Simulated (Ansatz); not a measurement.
## Ge wire along [111], 24 atoms a period, H-terminated: bands under strain

What gap, if any, does the Ge wire along [111], 24 atoms a period, H-terminated have, and how does it change under strain?

Method: DFT PBE, plane waves, PAW; relaxation of a wire's period, in the first sound run; inputs show where later runs differ, in Ansatz 0.2.0.

Report form: the programs' logs are mostly left out.

## (1) The structure

The cell holds 50 atoms: 24 Ge and 26 H. Cell: a = 15.457 Å, b = 16.796 Å, c = 9.977 Å, α = 90.0°, β = 90.0°, γ = 90.0°. Vacuum lies along a and b. The structure's axis is c.

## (2) The relaxed wire

Band widths follow the bond lengths, so the wire is relaxed first. The atoms and the third cell vector are free; the box across stays fixed as vacuum. A Fermi-Dirac smearing is set since the result may be a metal. The pressure printed is a third of the stress's trace over the whole box, vacuum included; only the stress along the axis is relaxed.

input.yaml reads:

```yaml
crystal:
  lattice:
    - [15.457, 0.0, 0.0]
    - [0.0, 16.796, 0.0]
    - [0.0, 0.0, 9.9766126516]
  atoms:
    - { symbol: Ge, position: [0.302370102, 0.640006995, 0.0] }
    - { symbol: Ge, position: [0.434120605, 0.43000073, 0.0] }
    - { symbol: Ge, position: [0.565871109, 0.640006995, 0.0] }
    - { symbol: Ge, position: [0.302370102, 0.640006995, 0.25] }
    - { symbol: Ge, position: [0.434120605, 0.43000073, 0.25] }
    - { symbol: Ge, position: [0.565871109, 0.640006995, 0.25] }
    - { symbol: Ge, position: [0.697621612, 0.43000073, 0.25] }
    - { symbol: H, position: [0.565871109, 0.272431238, 0.281211434] }
[... 38 atom lines left out ...]
    - { symbol: H, position: [0.516525643, 0.246212851, 0.968788566] }
    - { symbol: H, position: [0.697621612, 0.797576487, 0.968788566] }
    - { symbol: H, position: [0.78002665, 0.666225382, 0.968788566] }
    - { symbol: Ge, position: [0.697621612, 0.43000073, 0.0] }
kpoints:
  mp_grid: { grid: [1, 1, 9] }
scf:
  occupations: { method: fermi_dirac, width: 0.05 }
hamiltonian:
  xc: pbe
relax:
  cell: { fix: [a, b, alpha, beta, gamma] }
  max_steps: 45
  f_tol: 0.03
```

Run with:

```
$ ansatz run input.yaml --threads 4 --pin off --max-ram 16384MiB --backend cpu --events-out ev --progress --plain --runs-dir out
```

Elapsed: 16 min, on 4 threads of Arm Neoverse V1, shared host; peak memory 9.3 GiB.

Step by step:

```
step  energy less that of the first step (eV)  largest force component (eV/Å)  pressure (GPa)  volume (Å³)
   1                                   0.0000                          0.4674           -0.45      2590.09
   2                                  -0.3515                          0.3396           -0.11      2584.57
   3                                  -0.4399                          0.1303           -0.03      2579.68
   4                                  -0.4984                          0.0684           -0.02      2578.36
   5                                  -0.5128                          0.1366            0.01      2579.83
   6                                  -0.5365                          0.0513            0.00      2580.86
   7                                  -0.5404                          0.0096            0.00      2580.73
   8                                  -0.5415                          0.0121            0.00      2580.73
   9                                  -0.5424                          0.0155            0.00      2580.89
 10*                                  -0.5411                          0.0155            0.00      2580.89
```

Relaxation steps marked * repeat the geometry before them on a plane-wave basis chosen anew for their cell, so energy and pressure can jump there.

```
cell as run  before  after  change
      c (Å)   9.977  9.941  -0.4 %
```

The atoms that moved most (Å, along periodic axes as changes of fractional coordinates times the final cell, across vacuum about the mean position):

```
atom      dx      dy      dz  length
 H25   0.624  -0.193   0.268   0.706
 H28   0.479  -0.443   0.268   0.705
 H23   0.210  -0.595  -0.069   0.634
 H27   0.619   0.115  -0.069   0.633
Ge32   0.285  -0.192   0.087   0.354
Ge35   0.308  -0.151   0.086   0.354
 H26  -0.286   0.114  -0.078   0.318
 H22  -0.241   0.190  -0.078   0.317
```

Numbers from this step:

| Property | Result |
| --- | --- |
| cell length along the wire | 9.941 Å |

The cell's length comes to 9.941 Å with spin left out.

## (3) Bands of the perfect wire

This step: DFT PBE, plane waves, PAW; bands of a perfect wire (Ansatz 0.2.0).

At the relaxed period the bands are computed along the axis; those that cross an energy going forward count the channels that a perfect wire would open there.

input.yaml reads:

```yaml
crystal:
  lattice:
    - [15.457, 0.0, 0.0]
    - [0.0, 16.796, 0.0]
    - [0.0, 0.0, 9.9411796786]
  atoms:
    - { symbol: Ge, position: [0.303236838, 0.639546401, 0.99999444] }
    - { symbol: Ge, position: [0.43186495, 0.431947546, 0.996953748] }
    - { symbol: Ge, position: [0.562921318, 0.640833807, 0.996953651] }
    - { symbol: Ge, position: [0.301482603, 0.640474495, 0.246071997] }
    - { symbol: Ge, position: [0.433067727, 0.433834563, 0.245989582] }
    - { symbol: Ge, position: [0.561741897, 0.638930669, 0.24599062] }
    - { symbol: Ge, position: [0.691098135, 0.433466043, 0.246003197] }
    - { symbol: H, position: [0.561889755, 0.277869544, 0.28057562] }
[... 38 atom lines left out ...]
    - { symbol: H, position: [0.515297914, 0.252194845, 0.987580335] }
    - { symbol: H, position: [0.697083678, 0.794013718, 0.967049151] }
    - { symbol: H, position: [0.773796743, 0.66420086, 0.987553104] }
    - { symbol: Ge, position: [0.691571457, 0.433219892, 0.999145247] }
kpoints:
  mp_grid: { grid: [1, 1, 9] }
  band_path: { path: ["Γ", Z], npoints: 90 }
scf:
  occupations: { method: fermi_dirac, width: 0.05 }
hamiltonian:
  xc: pbe
output:
  dos: { e_range: [-5, 4] }
  write_potential: true
  write_density: true
  volumetric_format: npy
```

Run time: 40 min. Hardware: 4 threads; peak memory 12 GiB.

Numbers from this step:

```yaml
band_gap: 2.468 eV
```

Electronic bands along the path, in eV, zero at the Fermi level; v1 is the highest filled band, c1 the lowest empty one:

```
  point     v4     v3     v2     v1    c1    c2    c3    c4
      Γ  -2.01  -1.94  -1.90  -1.22  1.37  1.60  1.66  1.71
halfway  -2.02  -1.89  -1.86  -1.56  1.38  1.48  1.56  1.65
      Z  -2.00  -1.98  -1.92  -1.88  1.25  1.42  1.53  1.68
```

The gap is 2.47 eV, with spin left out.

The path shows an indirect gap of 2.47 eV (valence top at Γ, conduction bottom at Z). The least direct gap is 2.59 eV.

## (4) At a strained period, period over the relaxed period 0.96, k-mesh 1×1×7

This step: DFT PBE, plane waves, PAW; relaxation at a fixed period (Ansatz 0.2.0).

The period is set to 0.96 times the relaxed one and the atoms relax within it: strain changes bond lengths and angles, which shifts the bands against each other. Against the first PBE run of this kind, the mesh along the wire has 7 points against 9.

The cell differs from the one that the last finished run ended in (c 9.941 → 9.544 Å).

Changes to input.yaml since step 3:

```diff
@@ -4,3 +4,3 @@
     - [0.0, 16.796, 0.0]
-    - [0.0, 0.0, 9.9411796786]
+    - [0.0, 0.0, 9.5435324914]
   atoms:
@@ -57,3 +57,3 @@
 kpoints:
-  mp_grid: { grid: [1, 1, 9] }
+  mp_grid: { grid: [1, 1, 7] }
   band_path: { path: ["Γ", Z], npoints: 90 }
@@ -63,6 +63,6 @@
   xc: pbe
+relax:
+  max_steps: 40
+  f_tol: 0.02
 output:
-  dos: { e_range: [-5, 4] }
-  write_potential: true
-  write_density: true
-  volumetric_format: npy
+  stress: true
```

The job ended after 42 min (4 threads; peak memory 12 GiB).

The steps of the relaxation:

```
step  energy less that of the first step (eV)  largest force component (eV/Å)
   1                                   0.0000                          0.6462
   2                                  -0.3600                          0.1624
   3                                  -0.3789                          0.0770
   4                                  -0.3859                          0.0211
   5                                  -0.3886                          0.0089
   6                                  -0.3895                          0.0095
```

The atoms that moved most (Å):

```
atom      dx      dy      dz  length
 H13   0.061  -0.042   0.166   0.182
 H12   0.067  -0.032   0.166   0.182
 H42  -0.027   0.014  -0.173   0.176
 H43  -0.025   0.017  -0.173   0.176
 H23   0.024  -0.034  -0.140   0.146
 H27   0.041  -0.004  -0.140   0.146
 H47  -0.107  -0.018   0.095   0.144
 H49  -0.037   0.101   0.095   0.144
```

This step gave:

- band gap: 2.577 eV

The electronic bands at the labelled points (eV, zero at the Fermi level; v1 is the highest filled band, c1 the lowest empty one):

```
  point     v4     v3     v2     v1    c1    c2    c3    c4
      Γ  -2.12  -2.09  -2.03  -1.28  1.47  1.52  1.65  1.70
halfway  -2.15  -2.01  -1.97  -1.53  1.42  1.46  1.58  1.59
      Z  -2.15  -2.09  -2.02  -1.94  1.30  1.41  1.48  1.58
```

The gap is 2.58 eV, against 2.47 eV under PBE at the relaxed period.

## (5) Strain along the wire, period over the relaxed period 0.98, k-mesh 1×1×7

The period is set to 0.98 times the relaxed one and the atoms relax within it: strain changes bond lengths and angles, which shifts the bands against each other. Against the first PBE run of this kind, the mesh along the wire has 7 points against 9.

The cell differs from the one that the last finished run ended in (c 9.544 → 9.742 Å).

Changes to input.yaml since step 4:

```diff
@@ -4,3 +4,3 @@
     - [0.0, 16.796, 0.0]
-    - [0.0, 0.0, 9.5435324914]
+    - [0.0, 0.0, 9.742356085]
   atoms:
```

Wall time 43 min (4 threads); peak memory 12 GiB.

The steps of the relaxation:

```
step  energy less that of the first step (eV)  largest force component (eV/Å)
   1                                   0.0000                          0.2830
   2                                  -0.0827                          0.0482
   3                                  -0.0867                          0.0351
   4                                  -0.0881                          0.0215
   5                                  -0.0891                          0.0062
```

The atoms that moved most (Å):

```
atom      dx      dy      dz  length
 H42  -0.011   0.004  -0.084   0.085
 H43  -0.009   0.007  -0.084   0.085
 H13   0.023  -0.016   0.078   0.083
 H12   0.026  -0.012   0.078   0.083
 H21  -0.013  -0.017  -0.065   0.068
 H30   0.007   0.000   0.068   0.068
 H29   0.003  -0.006   0.068   0.068
 H24   0.008   0.020  -0.065   0.068
```

The gap is 2.53 eV, against 2.47 eV under PBE at the relaxed period.

## (6) Strain along the wire, period over the relaxed period 1.02, k-mesh 1×1×6

The period is set to 1.02 times the relaxed one and the atoms relax within it: strain changes bond lengths and angles, which shifts the bands against each other. Against the first PBE run of this kind, the mesh along the wire has 6 points against 9.

The cell differs from the one that the last finished run ended in (c 9.742 → 10.140 Å).

Changes to input.yaml since step 5:

```diff
@@ -4,3 +4,3 @@
     - [0.0, 16.796, 0.0]
-    - [0.0, 0.0, 9.742356085]
+    - [0.0, 0.0, 10.1400032722]
   atoms:
@@ -57,3 +57,3 @@
 kpoints:
-  mp_grid: { grid: [1, 1, 7] }
+  mp_grid: { grid: [1, 1, 6] }
   band_path: { path: ["Γ", Z], npoints: 90 }
```

It took 43 min on 4 threads; peak memory 12 GiB; 2.8 h of CPU time.

The steps of the relaxation:

```
step  energy less that of the first step (eV)  largest force component (eV/Å)
   1                                   0.0000                          0.2036
   2                                  -0.0676                          0.0754
   3                                  -0.0736                          0.0365
   4                                  -0.0754                          0.0047
```

The atoms that moved most (Å):

```
atom      dx      dy      dz  length
 H43   0.007  -0.006   0.089   0.089
 H42   0.008  -0.003   0.089   0.089
 H12  -0.016   0.010  -0.072   0.074
 H13  -0.017   0.009  -0.072   0.074
 H11  -0.003   0.001  -0.066   0.066
 H10  -0.002   0.002  -0.066   0.066
 H22   0.006   0.000   0.061   0.061
 H26   0.003  -0.005   0.061   0.061
```

Electronic bands along the path, in eV, zero at the Fermi level; v1 is the highest filled band, c1 the lowest empty one:

```
  point     v4     v3     v2     v1    c1    c2    c3    c4
      Γ  -1.95  -1.84  -1.79  -1.18  1.25  1.58  1.67  1.73
halfway  -1.95  -1.78  -1.77  -1.54  1.32  1.46  1.55  1.68
      Z  -1.92  -1.90  -1.81  -1.80  1.22  1.42  1.52  1.73
```

The gap is 2.40 eV, against 2.47 eV under PBE at the relaxed period.

## (7) Strain along the wire, period over the relaxed period 1.04, k-mesh 1×1×6

The period is set to 1.04 times the relaxed one and the atoms relax within it: strain changes bond lengths and angles, which shifts the bands against each other.

The cell differs from the one that the last finished run ended in (c 10.140 → 10.339 Å).

Changes to input.yaml since step 6:

```diff
@@ -4,3 +4,3 @@
     - [0.0, 16.796, 0.0]
-    - [0.0, 0.0, 10.1400032722]
+    - [0.0, 0.0, 10.3388268657]
   atoms:
```

Elapsed: 38 min, on 4 threads; peak memory 12 GiB.

The run was cut off at the time limit before the relaxation met all its tests.

## (8) Results

```
cell length, PBE           : 9.941 Å
gap, PBE                   : 2.47 eV
gap, period scaled by 0.96 : 2.58 eV
gap, period scaled by 0.98 : 2.53 eV
gap, period scaled by 1.02 : 2.40 eV
```

**Reading.** Under PBE the cell's length is 9.94 Å, and a gap of 2.47 eV makes it a semiconductor. Strain matters: under PBE the gap goes from 2.47 eV to 2.58 eV at 0.96 times the period, 2.53 eV at 0.98 times the period and 2.40 eV at 1.02 times the period.

[Logs are printed without paths, hosts, clocks, repeated set-up lines and the standing remarks that a program may print on its own settings, such as how far it seeks lower states.]

[Hosts, paths, dates, database ids (printed as entryN), source tags and the programs' standing remarks are cut or masked in the printed files.]
